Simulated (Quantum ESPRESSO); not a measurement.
# MoGe2N4, 1 layer, stepped through the field along the normal, part 2 of 4

Aim: how the results for MoGe2N4, 1 layer change with the field along the normal.

Quantum ESPRESSO 7.5; plane-wave DFT, PBE, GBRV ultrasoft pseudopotentials.

So far. Step 2 (Relaxing cell and ions of the reference):  The last row is no step: it is a fresh SCF in the final cell with a new plane-wave basis, +2 meV from the row before.

## (3) SCF with pw.x, 0 V/Å

The self-consistent run of this member.

Level of this step: plane-wave DFT, PBE, GBRV ultrasoft pseudopotentials (Quantum ESPRESSO 7.5).

File m0.scf.in:

```
&control
  prefix = 'm0.scf'
  outdir = './out'
  pseudo_dir = './pseudo'
  calculation = 'scf'
  tprnfor = .true.
  tefield = .true.
  dipfield = .true.
/
&system
  ibrav = 0
  nat = 7
  ntyp = 3
  ecutwfc = 40
  ecutrho = 200
  occupations = 'smearing'
  smearing = 'fd'
  degauss = 0.002
  edir = 3
  emaxpos = 0.97
  eopreg = 0.04
  eamp = 0.0
  nbnd = 37
/
&electrons
  conv_thr = 1e-09
  mixing_beta = 0.4
  electron_maxstep = 120
  mixing_mode = 'plain'
/
ATOMIC_SPECIES
  N   14.0070  n_pbe_v1.2.uspp.F.UPF
  Ge  72.6300  ge_pbe_v1.4.uspp.F.UPF
  Mo  95.9500  mo_pbe_v1.uspp.F.UPF
CELL_PARAMETERS angstrom
  2.99739240000000 0.00000000000000 0.00000000000000
  -1.49869620000000 2.59581796300000 0.00000000000000
  0.00000000000000 0.00000000000000 24.10909668000000
ATOMIC_POSITIONS crystal
  N   0.000000000000 0.000000000000 0.345513237800
  Ge  0.333333333300 0.666666666700 0.371850532700
  N   0.333333333300 0.666666666700 0.449654435600
  Mo  0.000000000000 0.000000000000 0.500000000000
  N   0.333333333300 0.666666666700 0.550345564400
  Ge  0.333333333300 0.666666666700 0.628149467300
  N   0.000000000000 0.000000000000 0.654486762200
K_POINTS automatic
  12 12 1 0 0 0
```

Run with:

```sh
> OMP_NUM_THREADS=1 mpirun -n 4 pw.x -nk 4 -in m0.scf.in > m0.scf.out
```

Log:

```text
[banner, memory and clock lines left out]
Program PWSCF v.7.5 starts
[citation notice left out]

[...]
bravais-lattice index     =            0
     lattice parameter (alat)  =       5.6643  a.u.
     unit-cell volume          =    1265.8883 (a.u.)^3
     number of atoms/cell      =            7
     number of atomic types    =            3
     number of electrons       =        62.00
     number of Kohn-Sham states=           37
     kinetic-energy cutoff     =      40.0000  Ry
     charge density cutoff     =     200.0000  Ry
     scf convergence threshold =      1.0E-09
     mixing beta               =       0.4000
     number of iterations used =            8  plain     mixing
     Exchange-correlation= SLA  PW   PBE  PBE
                           (   1   4   3   4   0   0   0)

[...]
PseudoPot. # 1 for N  read from file:
     ./pseudo/n_pbe_v1.2.uspp.F.UPF
     Pseudo is Ultrasoft + core correction, Zval =  5.0
     Generated by new atomic code, or converted to UPF format
     Using radial grid of  729 points,  4 beta functions with:
                l(1) =   0
                l(2) =   0
                l(3) =   1
                l(4) =   1
     Q(r) pseudized with  8 coefficients,  rinner =    0.900   0.900   0.900

     PseudoPot. # 2 for Ge read from file:
     ./pseudo/ge_pbe_v1.4.uspp.F.UPF
     Pseudo is Ultrasoft + core correction, Zval = 14.0
     Generated by new atomic code, or converted to UPF format
     Using radial grid of  873 points,  6 beta functions with:
                l(1) =   0
                l(2) =   0
                l(3) =   1
                l(4) =   1
                l(5) =   2
                l(6) =   2
     Q(r) pseudized with  8 coefficients,  rinner =    1.400   1.400   1.400
                                                       1.400   1.400

     PseudoPot. # 3 for Mo read from file:
     ./pseudo/mo_pbe_v1.uspp.F.UPF
     Pseudo is Ultrasoft + core correction, Zval = 14.0
     Generated by new atomic code, or converted to UPF format
     Using radial grid of  889 points,  6 beta functions with:
                l(1) =   0
                l(2) =   0
                l(3) =   1
                l(4) =   1
                l(5) =   2
                l(6) =   2
     Q(r) pseudized with  6 coefficients,  rinner =    1.000   1.000   1.000
                                                       1.000   1.000

     atomic species   valence    mass     pseudopotential
     N                 5.00    14.00700     N ( 1.00)
     Ge               14.00    72.63000     Ge( 1.00)
     Mo               14.00    95.95000     Mo( 1.00)

     No symmetry found

[...]
number of k points=    74  Fermi-Dirac smearing, width (Ry)=  0.0020
[...]
Dense  grid:    60439 G-vectors     FFT dimensions: (  25,  25, 216)

     Smooth grid:    43383 G-vectors     FFT dimensions: (  24,  24, 192)

     Initial potential from superposition of free atoms

     starting charge      61.9972, renormalised to      62.0000

     negative rho (up, down):  1.906E-03 0.000E+00

     Adding external electric field

     Computed dipole along edir(3) :
        Dipole                0.0000 Ry au,          0.0000 Debye
        Dipole field          0.0000 Ry au,

        Potential amp.       -0.0000 Ry
        Total length         43.7372 bohr

     Starting wfcs are   47 randomized atomic wfcs

     per-process dynamical memory:   106.2 Mb

     Self-consistent Calculation

     iteration #  1     ecut=    40.00 Ry     beta= 0.40
     Davidson diagonalization with overlap
     ethr =  1.00E-02,  avg # of iterations =  2.0

     negative rho (up, down):  1.970E-03 0.000E+00

     Adding external electric field

     Computed dipole along edir(3) :
        Dipole                0.0001 Ry au,          0.0002 Debye
        Dipole field          0.0000 Ry au,

        Potential amp.       -0.0001 Ry
        Total length         43.7372 bohr

     total energy              =    -646.77654250 Ry
     estimated scf accuracy    <       1.98232423 Ry

     iteration #  2     ecut=    40.00 Ry     beta= 0.40
[...]
negative rho (up, down):  1.987E-03 0.000E+00

[...]
Dipole               -0.0000 Ry au,         -0.0000 Debye
[...]
total energy              =    -647.12062103 Ry
     estimated scf accuracy    <       0.71842647 Ry

     iteration #  3     ecut=    40.00 Ry     beta= 0.40
[...]
negative rho (up, down):  2.039E-03 0.000E+00

[...]
Dipole                0.0002 Ry au,          0.0005 Debye
[...]
total energy              =    -647.27131805 Ry
     estimated scf accuracy    <       0.31496741 Ry

     iteration #  4     ecut=    40.00 Ry     beta= 0.40
[...]
negative rho (up, down):  2.147E-03 0.000E+00

[...]
Dipole               -0.0002 Ry au,         -0.0006 Debye
[...]
total energy              =    -647.30813003 Ry
     estimated scf accuracy    <       0.01556996 Ry

     iteration #  5     ecut=    40.00 Ry     beta= 0.40
[...]
negative rho (up, down):  2.302E-03 0.000E+00

[...]
Dipole                0.0009 Ry au,          0.0022 Debye
[...]
total energy              =    -647.30981334 Ry
     estimated scf accuracy    <       0.00509769 Ry

     iteration #  6     ecut=    40.00 Ry     beta= 0.40
[...]
negative rho (up, down):  2.326E-03 0.000E+00

[...]
Dipole               -0.0029 Ry au,         -0.0074 Debye
[...]
total energy              =    -647.30994243 Ry
     estimated scf accuracy    <       0.00052939 Ry

[...]
iteration # 12     ecut=    40.00 Ry     beta= 0.40
[...]
negative rho (up, down):  2.340E-03 0.000E+00

[...]
Dipole                0.0000 Ry au,          0.0001 Debye
[...]
total energy              =    -647.31004172 Ry
     estimated scf accuracy    <       0.00000004 Ry

     iteration # 13     ecut=    40.00 Ry     beta= 0.40
[...]
negative rho (up, down):  2.341E-03 0.000E+00

[...]
Dipole               -0.0000 Ry au,         -0.0000 Debye
[...]
total energy              =    -647.31004173 Ry
     estimated scf accuracy    <          3.3E-09 Ry

     iteration # 14     ecut=    40.00 Ry     beta= 0.40
[...]
negative rho (up, down):  2.341E-03 0.000E+00

[...]
Dipole                0.0000 Ry au,          0.0000 Debye
[...]
total energy              =    -647.31004173 Ry
     estimated scf accuracy    <          1.8E-09 Ry

     iteration # 15     ecut=    40.00 Ry     beta= 0.40
[...]
negative rho (up, down):  2.341E-03 0.000E+00

[...]
Dipole                0.0000 Ry au,          0.0000 Debye
[...]
End of self-consistent calculation

          k = 0.0000 0.0000 0.0000 (  5395 PWs)   bands (ev):

   -59.5309 -33.5606 -33.3347 -33.3347 -23.3410 -23.3397 -23.3138 -23.3138
   -23.3138 -23.3138 -23.1348 -23.1348 -23.1348 -23.1348 -16.5320 -16.4475
   -13.8541 -12.4003  -6.6050  -4.1736  -2.2422  -2.2422  -1.6897  -1.0458
    -1.0458  -0.8058  -0.8058  -0.4845  -0.4845   0.1666   1.9508   4.2780
     4.3802   4.8497   4.8497   4.9112   4.9112

          k = 0.0000 0.0962 0.0000 (  5416 PWs)   bands (ev):

   -59.5255 -33.5513 -33.3827 -33.3450 -23.3485 -23.3478 -23.3059 -23.3059
   -23.3047 -23.3042 -23.1388 -23.1388 -23.1353 -23.1352 -16.4147 -16.3332
   -13.7633 -12.3901  -6.5087  -4.1946  -2.4464  -2.1321  -1.6074  -1.6004
    -1.4407  -1.2118  -0.9427  -0.7290  -0.6077   0.3093   2.0024   4.1642
     4.3716   4.8688   5.0367   5.1064   5.3558

[...]
the Fermi energy is     2.5997 ev

!    total energy              =    -647.31004173 Ry
     estimated scf accuracy    <          3.8E-10 Ry
     smearing contrib. (-TS)   =      -0.00000000 Ry
     internal energy E=F+TS    =    -647.31004173 Ry

     The total energy is F=E-TS. E is the sum of the following terms:
     one-electron contribution =   -5359.02532918 Ry
     hartree contribution      =    2705.42317997 Ry
     xc contribution           =    -157.84934032 Ry
     ewald contribution        =    2164.14144781 Ry
     electric field correction =       0.00000000 Ry

     convergence has been achieved in  15 iterations

     negative rho (up, down):  2.341E-03 0.000E+00

     Forces acting on atoms (cartesian axes, Ry/au):

     atom    1 type  1   force =     0.00000003   -0.00000000   -0.00231323
     atom    2 type  2   force =    -0.00000007   -0.00000002   -0.00437330
     atom    3 type  1   force =     0.00000001   -0.00000001   -0.00050476
     atom    4 type  3   force =     0.00000001    0.00000001   -0.00000066
     atom    5 type  1   force =     0.00000003   -0.00000001    0.00050325
     atom    6 type  2   force =    -0.00000003    0.00000003    0.00437693
     atom    7 type  1   force =     0.00000002    0.00000000    0.00231176

     Total force =     0.007035     Total SCF correction =     0.000107

[...]
```

The job ended after 1.8 min (4 MPI ranks of Arm Neoverse V1, shared host; peak memory 0.73 GiB; 7.3 min of CPU time).

Read from the output:

- free energy: -8807.1018 eV
- Fermi energy: 2.600 eV
- dipole along the normal: 0 e·Å
- valence top, on the run's zero: 2.002 eV
- conduction bottom, on the run's zero: 3.233 eV
- gap by band count: 1.230 eV

## (4) Electrostatic potential, 0 V/Å

plot_num = 11 writes the bare and Hartree potential, from which vacuum levels or, in a crystal, the mean potential are read.

File m0.pot.in:

```
&inputpp
  prefix = 'm0.scf'
  outdir = './out'
  filplot = 'm0.pot.dat'
  plot_num = 11
/
```

Run with:

```sh
> OMP_NUM_THREADS=1 mpirun -n 4 pp.x -in m0.pot.in > m0.pot.out
```

Log:

```text
[banner, memory and clock lines left out]
Program POST-PROC v.7.5 starts

          URL

     ./out/m0.scf.save/

     IMPORTANT: XC functional enforced from input :
     Exchange-correlation= PBE
                           (   1   4   3   4   0   0   0)
     Any further DFT definition will be discarded
     Please, verify this is what you really want

     negative rho (up, down):  2.341E-03 0.000E+00

     Adding external electric field

     Computed dipole along edir(3) :
        Dipole                0.0000 Ry au,          0.0000 Debye
        Dipole field          0.0000 Ry au,

        Potential amp.       -0.0000 Ry
        Total length         43.7372 bohr

     Calling punch_plot, plot_num =  11

     Adding external electric field

     Computed dipole along edir(3) :
        Dipole                0.0000 Ry au,          0.0000 Debye
        Dipole field          0.0000 Ry au,

        Potential amp.       -0.0000 Ry
        Total length         43.7372 bohr

     Writing data to file  m0.pot.dat
     Message from routine chdens:
     namelist plot not found or invalid, exiting
```

Run time: 1 s. Hardware: 4 MPI ranks; peak memory 0.09 GiB; 3.8 s of CPU time.

Numbers from this step:

```
slope of the potential above                                          : -9.32e-6 eV/Å
upper vacuum line continued to the top atoms, over the valence top    : 5.674 eV
slope of the potential below                                          : -1.35e-6 eV/Å
lower vacuum line continued to the bottom atoms, over the valence top : 5.674 eV
vacuum level at the upper face over the valence top of the mesh       : 5.674 eV
vacuum level at the lower face over the valence top of the mesh       : 5.674 eV
```

Electrostatic potential energy of an electron, with the sawtooth; zero at the highest filled level of the SCF mesh. Potential energy, planar mean against z:

| z (Å) | potential energy, planar mean (eV) |
| --- | --- |
| 0.0 | 5.67 |
| 0.5 | 5.67 |
| 1.0 | 5.67 |
| 1.5 | 5.67 |
| 2.0 | 5.67 |
| 2.5 | 5.67 |
| 3.0 | 5.67 |
| 3.5 | 5.67 |
| 4.0 | 5.67 |
| 4.5 | 5.67 |
| 5.0 | 5.67 |
| 5.5 | 5.67 |
| 6.0 | 5.66 |
| 6.5 | 5.59 |
| 7.0 | 5.26 |
| 7.5 | 3.48 |
| 8.0 | -6.04 |
| 8.5 | -18.6 |
| 9.0 | -14.1 |
| 9.5 | -8.28 |
| 10.0 | -0.0211 |
| 10.5 | -3.38 |
| 11.0 | -9.38 |
| 11.5 | -13.9 |
| 12.0 | -31.0 |
| 12.5 | -18.3 |
| 13.0 | -8.71 |
| 13.5 | -5.88 |
| 14.0 | 0.459 |
| 14.5 | -6.01 |
| 15.0 | -13.3 |
| 15.5 | -18.1 |
| 16.0 | -9.94 |
| 16.5 | 2.51 |
| 17.0 | 5.08 |
| 17.5 | 5.56 |
| 18.0 | 5.65 |
| 18.5 | 5.67 |
| 19.0 | 5.67 |
| 19.5 | 5.67 |
| 20.0 | 5.67 |
| 20.5 | 5.67 |
| 21.0 | 5.67 |
| 21.5 | 5.67 |
| 22.0 | 5.67 |
| 22.5 | 5.67 |
| 23.0 | 5.67 |
| 23.5 | 5.67 |

(Part 2 of 4 ends here.)

[Logs are printed without paths, hosts, clocks, repeated set-up lines and the standing remarks that a program may print on its own settings, such as how far it seeks lower states.]

[Hosts, paths, dates, database ids (printed as entryN), source tags and the programs' standing remarks are cut or masked in the printed files.]

[Maps of the electrostatic potential energy from Ansatz leave out the sawtooth potential of an applied field or a dipole correction, so their vacuum need not be flat; planar profiles and work functions include it.]
